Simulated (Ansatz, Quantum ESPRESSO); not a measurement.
# Lattice dynamics of CaSb (Pm-3m) in two programs, part 2 of 4

Aim: the phonon dispersion of CaSb (Pm-3m), checked by a second program.

Quantum ESPRESSO 7.5; DFT PBE, scalar-relativistic, plane waves, SPMS norm-conserving pseudopotentials.

So far. Step 2 (A probe with smearing): No gap opens on this mesh, so smearing is kept; the start stands at -4.2 GPa. Step 4 (Ground state): The cell stands at 0 GPa, close enough for phonons. The relaxed cell has a = 3.879 Å (conventional setting).

The structure was built from a prototype and need not be the compound's stable phase.

### 5. Phonons on a q mesh

Linear response treats each wavevector in the unit cell, with no supercell; the 2×2×2 mesh fixes the range of the force constants to be had.

Contents of ph.in:

```
phonons
 &inputph
    prefix='x',
    outdir='./tmp',
    fildyn='x.dyn',
    tr2_ph=1.0d-18,
    alpha_mix(1)=0.4,
    nmix_ph=8,
    ldisp=.true.,
    nq1=2,
    nq2=2,
    nq3=2,
 /
```

Command:

```sh
$ OMP_NUM_THREADS=1 mpirun -n 4 ph.x -nk 4 -in ph.in > ph.out
```

Log:

```text
[banners, grids, parts of the stress and lines that vanish by symmetry left out]
[banner, memory and clock lines left out]
Program PHONON v.7.5

     ./tmp/x.save/

     IMPORTANT: XC functional enforced from input :
     Exchange-correlation= PBE
                           (   1   4   3   4   0   0   0)
     Any further DFT definition will be discarded
     Please, verify this is what you really want

     G-vector sticks info

     Reading collected, re-writing distributed wavefunctions in ./tmp/

     Dynamical matrices for ( 2, 2, 2)  uniform grid of q-points
     (   4 q-points):
       N         xq(1)         xq(2)         xq(3)
       1   0.000000000   0.000000000   0.000000000
       2   0.000000000   0.000000000  -0.500000000
       3   0.000000000  -0.500000000  -0.500000000
       4  -0.500000000  -0.500000000  -0.500000000

     Number and degeneracy of irreps per q-point
       N         xq(1)         xq(2)         xq(3)   N irreps
       1   0.000000000   0.000000000   0.000000000       2
        3   3
       2   0.000000000   0.000000000  -0.500000000       4
        1   2   1   2
       3   0.000000000  -0.500000000  -0.500000000       4
        1   1   2   2
       4  -0.500000000  -0.500000000  -0.500000000       2
        3   3

     Calculation of q =    0.0000000   0.0000000   0.0000000

     phonons

     bravais-lattice index     =            1
     lattice parameter (alat)  =       7.3294  a.u.
     unit-cell volume          =     393.7356 (a.u.)^3
     number of atoms/cell      =            2
     number of atomic types    =            2
     kinetic-energy cut-off    =      60.0000  Ry
     charge density cut-off    =     240.0000  Ry
     convergence threshold     =      1.0E-18
     beta                      =       0.4000
     number of iterations used =            8
     Exchange-correlation= PBE
                           (   1   4   3   4   0   0   0)

     celldm(1)=    7.32940  celldm(2)=    0.00000  celldm(3)=    0.00000
     celldm(4)=    0.00000  celldm(5)=    0.00000  celldm(6)=    0.00000

     crystal axes: (cart. coord. in units of alat)
               a(1) = (  1.0000  0.0000  0.0000 )
               a(2) = (  0.0000  1.0000  0.0000 )
               a(3) = (  0.0000  0.0000  1.0000 )

     reciprocal axes: (cart. coord. in units 2 pi/alat)
               b(1) = (  1.0000  0.0000  0.0000 )
               b(2) = (  0.0000  1.0000  0.0000 )
               b(3) = (  0.0000  0.0000  1.0000 )

     Atoms inside the unit cell:

     Cartesian axes

     site n.  atom      mass           positions (alat units)
        1  Ca     40.0780   tau(    1) = (    0.00000    0.00000    0.00000  )
        2  Sb    121.7600   tau(    2) = (    0.50000    0.50000    0.50000  )

     Computing dynamical matrix for
                    q = (   0.0000000   0.0000000   0.0000000 )

     49 Sym.Ops. (with q -> -q+G )

     G cutoff =  326.5788  (  24837 G-vectors)     FFT grid: ( 40, 40, 40)

     number of k points=    35  Methfessel-Paxton smearing, width (Ry)=  0.0200

     PseudoPot. # 1 for Ca read from file:
     ./pseudo/Ca.upf
     Pseudo is Norm-conserving + core correction, Zval = 10.0
     Using radial grid of 1752 points,  6 beta functions with:
                l(1) =   0
                l(2) =   0
                l(3) =   1
                l(4) =   1
                l(5) =   2
                l(6) =   2

     PseudoPot. # 2 for Sb read from file:
     ./pseudo/Sb.upf
     Pseudo is Norm-conserving + core correction, Zval = 15.0
     Using radial grid of 1434 points,  8 beta functions with:
                l(1) =   0
                l(2) =   0
                l(3) =   1
                l(4) =   1
                l(5) =   2
                l(6) =   2
                l(7) =   3
                l(8) =   3

     Mode symmetry, O_h (m-3m)  point group:

     Atomic displacements:
     There are    2 irreducible representations

     Representation     1      3 modes -  To be done

     Representation     2      3 modes -  To be done

     Alpha used in Ewald sum =   2.3000

     Representation #   1 modes #   1   2   3

     Self-consistent Calculation
      iter #   1   av.it.:   7.3
      thresh= 1.000E-02 alpha_mix =  0.400 |ddv_scf|^2 =  4.235E-06
      iter #   2   av.it.:  11.6
      thresh= 2.058E-04 alpha_mix =  0.400 |ddv_scf|^2 =  1.751E-08
      iter #   3   av.it.:  11.7
      thresh= 1.323E-05 alpha_mix =  0.400 |ddv_scf|^2 =  4.048E-09
      iter #   4   av.it.:  12.3
      thresh= 6.362E-06 alpha_mix =  0.400 |ddv_scf|^2 =  1.998E-10
      iter #   5   av.it.:  12.4
      thresh= 1.413E-06 alpha_mix =  0.400 |ddv_scf|^2 =  1.871E-11
      iter #   6   av.it.:  11.8
      thresh= 4.325E-07 alpha_mix =  0.400 |ddv_scf|^2 =  8.900E-13
      iter #   7   av.it.:  11.9
      thresh= 9.434E-08 alpha_mix =  0.400 |ddv_scf|^2 =  3.104E-14
      iter #   8   av.it.:  11.8
      thresh= 1.762E-08 alpha_mix =  0.400 |ddv_scf|^2 =  1.625E-15
      iter #   9   av.it.:  12.4
      thresh= 4.031E-09 alpha_mix =  0.400 |ddv_scf|^2 =  5.209E-18
      iter #  10   av.it.:  11.2
      thresh= 2.282E-10 alpha_mix =  0.400 |ddv_scf|^2 =  1.234E-18
      iter #  11   av.it.:  12.1
      thresh= 1.111E-10 alpha_mix =  0.400 |ddv_scf|^2 =  9.299E-21

     End of self-consistent calculation

     Convergence has been achieved

     Representation #   2 modes #   4   5   6

     Self-consistent Calculation
      iter #   1   av.it.:   5.8
      thresh= 1.000E-02 alpha_mix =  0.400 |ddv_scf|^2 =  1.295E-06
      iter #   2   av.it.:  11.2
      thresh= 1.138E-04 alpha_mix =  0.400 |ddv_scf|^2 =  3.891E-08
      iter #   3   av.it.:  11.7
      thresh= 1.973E-05 alpha_mix =  0.400 |ddv_scf|^2 =  1.783E-09
[...]
End of self-consistent calculation

     Convergence has been achieved

     Number of q in the star =    1
     List of q in the star:
          1   0.000000000   0.000000000   0.000000000

     Diagonalizing the dynamical matrix

     q = (    0.000000000   0.000000000   0.000000000 )

 **************************************************************************
     freq (    1) =       0.123247 [THz] =       4.111066 [cm-1]
     freq (    2) =       0.123247 [THz] =       4.111066 [cm-1]
     freq (    3) =       0.123247 [THz] =       4.111066 [cm-1]
     freq (    4) =       4.191992 [THz] =     139.829798 [cm-1]
     freq (    5) =       4.191992 [THz] =     139.829798 [cm-1]
     freq (    6) =       4.191992 [THz] =     139.829798 [cm-1]
 **************************************************************************

     Mode symmetry, O_h (m-3m)  point group:

     freq (   1-   3) =          4.1  [cm-1]   --> T_1u G_15  G_4- I
     freq (   4-   6) =        139.8  [cm-1]   --> T_1u G_15  G_4- I

     Calculation of q =    0.0000000   0.0000000  -0.5000000
     [... set-up and bands at k+q left out ...]

     Mode symmetry, D_4h(4/mmm) point group:

     Atomic displacements:
     There are    4 irreducible representations

     Representation     1      1 modes -  To be done

     Representation     2      2 modes -  To be done

     Representation     3      1 modes -  To be done

     Representation     4      2 modes -  To be done

     Message from routine init_vloc:
     Interpolation table for Vloc re-allocated

     Alpha used in Ewald sum =   2.3000

     Representation #   1 mode #   1

     Self-consistent Calculation

[...]
End of self-consistent calculation

     Convergence has been achieved

     Representation #   2 modes #   2   3

     Self-consistent Calculation

[...]
End of self-consistent calculation

     Convergence has been achieved

     Representation #   3 mode #   4

     Self-consistent Calculation

[...]
End of self-consistent calculation

     Convergence has been achieved

     Representation #   4 modes #   5   6

     Self-consistent Calculation

[...]
End of self-consistent calculation

     Convergence has been achieved

     Number of q in the star =    3
     List of q in the star:
          1   0.000000000   0.000000000  -0.500000000
          2   0.000000000  -0.500000000   0.000000000
          3  -0.500000000   0.000000000   0.000000000

     Diagonalizing the dynamical matrix

     q = (    0.000000000   0.000000000  -0.500000000 )

 **************************************************************************
     freq (    1) =       2.118775 [THz] =      70.674742 [cm-1]
     freq (    2) =       2.118775 [THz] =      70.674742 [cm-1]
     freq (    3) =       2.831946 [THz] =      94.463555 [cm-1]
     freq (    4) =       2.831946 [THz] =      94.463555 [cm-1]
     freq (    5) =       2.877711 [THz] =      95.990112 [cm-1]
     freq (    6) =       4.679728 [THz] =     156.098930 [cm-1]
 **************************************************************************

     Mode symmetry, D_4h(4/mmm) point group:

     freq (   1-   2) =         70.7  [cm-1]   --> E_g  X_5  M_5
     freq (   3-   4) =         94.5  [cm-1]   --> E_u  X_5' M_5'
     freq (   5-   5) =         96.0  [cm-1]   --> A_1g X_1  M_1
     freq (   6-   6) =        156.1  [cm-1]   --> A_2u X_4' M_4'

     Calculation of q =    0.0000000  -0.5000000  -0.5000000
     [... set-up and bands at k+q left out ...]

     Mode symmetry, D_4h(4/mmm) point group:

     Atomic displacements:
     There are    4 irreducible representations

     Representation     1      1 modes -  To be done

     Representation     2      1 modes -  To be done

     Representation     3      2 modes -  To be done

     Representation     4      2 modes -  To be done

     Alpha used in Ewald sum =   2.3000

     Representation #   1 mode #   1

     Self-consistent Calculation

[...]
End of self-consistent calculation

     Convergence has been achieved

     Representation #   2 mode #   2

     Self-consistent Calculation

[...]
End of self-consistent calculation

     Convergence has been achieved

     Representation #   3 modes #   3   4

     Self-consistent Calculation

[...]
End of self-consistent calculation

     Convergence has been achieved

     Representation #   4 modes #   5   6

     Self-consistent Calculation

[...]
End of self-consistent calculation

     Convergence has been achieved

     Number of q in the star =    3
     List of q in the star:
          1   0.000000000  -0.500000000  -0.500000000
          2  -0.500000000  -0.500000000   0.000000000
          3  -0.500000000   0.000000000  -0.500000000

     Diagonalizing the dynamical matrix

     q = (    0.000000000  -0.500000000  -0.500000000 )

 **************************************************************************
     freq (    1) =       2.245420 [THz] =      74.899146 [cm-1]
     freq (    2) =       2.245420 [THz] =      74.899146 [cm-1]
     freq (    3) =       2.510870 [THz] =      83.753616 [cm-1]
     freq (    4) =       3.126595 [THz] =     104.291969 [cm-1]
     freq (    5) =       5.226715 [THz] =     174.344450 [cm-1]
     freq (    6) =       5.226715 [THz] =     174.344450 [cm-1]
 **************************************************************************

     Mode symmetry, D_4h(4/mmm) point group:

     freq (   1-   2) =         74.9  [cm-1]   --> E_u  X_5' M_5'
     freq (   3-   3) =         83.8  [cm-1]   --> B_1u X_2' M_2'
     freq (   4-   4) =        104.3  [cm-1]   --> A_2u X_4' M_4'
     freq (   5-   6) =        174.3  [cm-1]   --> E_u  X_5' M_5'

     Calculation of q =   -0.5000000  -0.5000000  -0.5000000
     [... set-up and bands at k+q left out ...]

     Mode symmetry, O_h (m-3m)  point group:

     Atomic displacements:
     There are    2 irreducible representations

     Representation     1      3 modes -  To be done

     Representation     2      3 modes -  To be done

     Alpha used in Ewald sum =   2.3000

     Representation #   1 modes #   1   2   3

     Self-consistent Calculation

[...]
End of self-consistent calculation

     Convergence has been achieved

     Representation #   2 modes #   4   5   6

     Self-consistent Calculation

[...]
iter #   4   av.it.:  11.8
      thresh= 4.851E-06 alpha_mix =  0.400 |ddv_scf|^2 =  1.009E-10

      iter #   5   av.it.:  11.8
      thresh= 1.005E-06 alpha_mix =  0.400 |ddv_scf|^2 =  1.047E-12

      iter #   6   av.it.:  11.6
      thresh= 1.023E-07 alpha_mix =  0.400 |ddv_scf|^2 =  1.832E-13

      iter #   7   av.it.:  12.1
      thresh= 4.280E-08 alpha_mix =  0.400 |ddv_scf|^2 =  3.497E-15

      iter #   8   av.it.:  12.4
      thresh= 5.913E-09 alpha_mix =  0.400 |ddv_scf|^2 =  3.442E-17

      iter #   9   av.it.:  11.5
      thresh= 5.867E-10 alpha_mix =  0.400 |ddv_scf|^2 =  7.888E-18

      iter #  10   av.it.:  12.2
      thresh= 2.809E-10 alpha_mix =  0.400 |ddv_scf|^2 =  4.093E-20

     End of self-consistent calculation

     Convergence has been achieved

     Number of q in the star =    1
     List of q in the star:
          1  -0.500000000  -0.500000000  -0.500000000

     Diagonalizing the dynamical matrix

     q = (   -0.500000000  -0.500000000  -0.500000000 )

 **************************************************************************
     freq (    1) =       2.651692 [THz] =      88.450930 [cm-1]
     freq (    2) =       2.651692 [THz] =      88.450930 [cm-1]
     freq (    3) =       2.651692 [THz] =      88.450930 [cm-1]
     freq (    4) =       4.163182 [THz] =     138.868798 [cm-1]
     freq (    5) =       4.163182 [THz] =     138.868798 [cm-1]
     freq (    6) =       4.163182 [THz] =     138.868798 [cm-1]
 **************************************************************************

     Mode symmetry, O_h (m-3m)  point group:

     freq (   1-   3) =         88.5  [cm-1]   --> T_2g G_25' G_5+
     freq (   4-   6) =        138.9  [cm-1]   --> T_1u G_15  G_4-


[key lines of the parts left out:]
the Fermi energy is     9.5274 ev
```

Wall time 14 min (4 MPI ranks of Arm Neoverse V1, shared host).

This step gave:

| Quantity | Value |
| --- | --- |
| largest acoustic frequency at the zone centre before the sum rule | 4.11 cm⁻¹ |
| highest optical zone-centre mode (no LO-TO term) | 139.8 cm⁻¹ |
| lowest optical zone-centre mode | 139.8 cm⁻¹ |
| lowest mode on the q mesh (acoustic ones at the zone centre apart) | 70.67 cm⁻¹ |

Frequencies (cm⁻¹) at each irreducible wavevector; negative means imaginary. Frequencies by wavevector:

```
 q (fractions)  star  mode 1  mode 2  mode 3  mode 4  mode 5  mode 6
         0 0 0     1    4.11    4.11    4.11   139.8   139.8   139.8
      0 0 -0.5     3   70.67   70.67   94.46   94.46   95.99   156.1
   0 -0.5 -0.5     3    74.9    74.9   83.75   104.3   174.3   174.3
-0.5 -0.5 -0.5     1   88.45   88.45   88.45   138.9   138.9   138.9
```

The acoustic modes at Γ come out as far as 4.1 cm⁻¹ from zero, where they should vanish, a small numerical error.

### 6. Force constants in real space

The dynamical matrices of the mesh are Fourier-transformed to force constants in real space.

Contents of q2r.in:

```
 &input
    fildyn='x.dyn',
    zasr='simple',
    flfrc='x.fc',
 /
```

Command:

```sh
$ q2r.x < q2r.in > q2r.out
```

Log:

```text
[banners, grids, parts of the stress and lines that vanish by symmetry left out]
[banner, memory and clock lines left out]
Program Q2R v.7.5

  reading grid info from file x.dyn0

  reading force constants from file x.dyn1
  Dielectric Tensor not found
  nqs=            1
 q=   0.00000000  0.00000000  0.00000000
  reading force constants from file x.dyn2
  nqs=            3
 q=   0.00000000  0.00000000 -0.50000000
[...]
reading force constants from file x.dyn3
  nqs=            3
[...]
q=  -0.50000000  0.00000000 -0.50000000
  reading force constants from file x.dyn4
  nqs=            1
 q=  -0.50000000 -0.50000000 -0.50000000

      q-space grid ok, #points =    8

      fft-check success (sum of imaginary terms < 10^-12)
```

The job ended after 0.45 s (1 thread).

[end of part 2 of 4]

[Host names and launcher messages were left out of these logs when they were recorded.]

[Logs are printed without paths, hosts, clocks, repeated set-up lines and the standing remarks that a program may print on its own settings, such as how far it seeks lower states.]

[Hosts, paths, dates, database ids (printed as entryN), source tags and the programs' standing remarks are cut or masked in the printed files.]
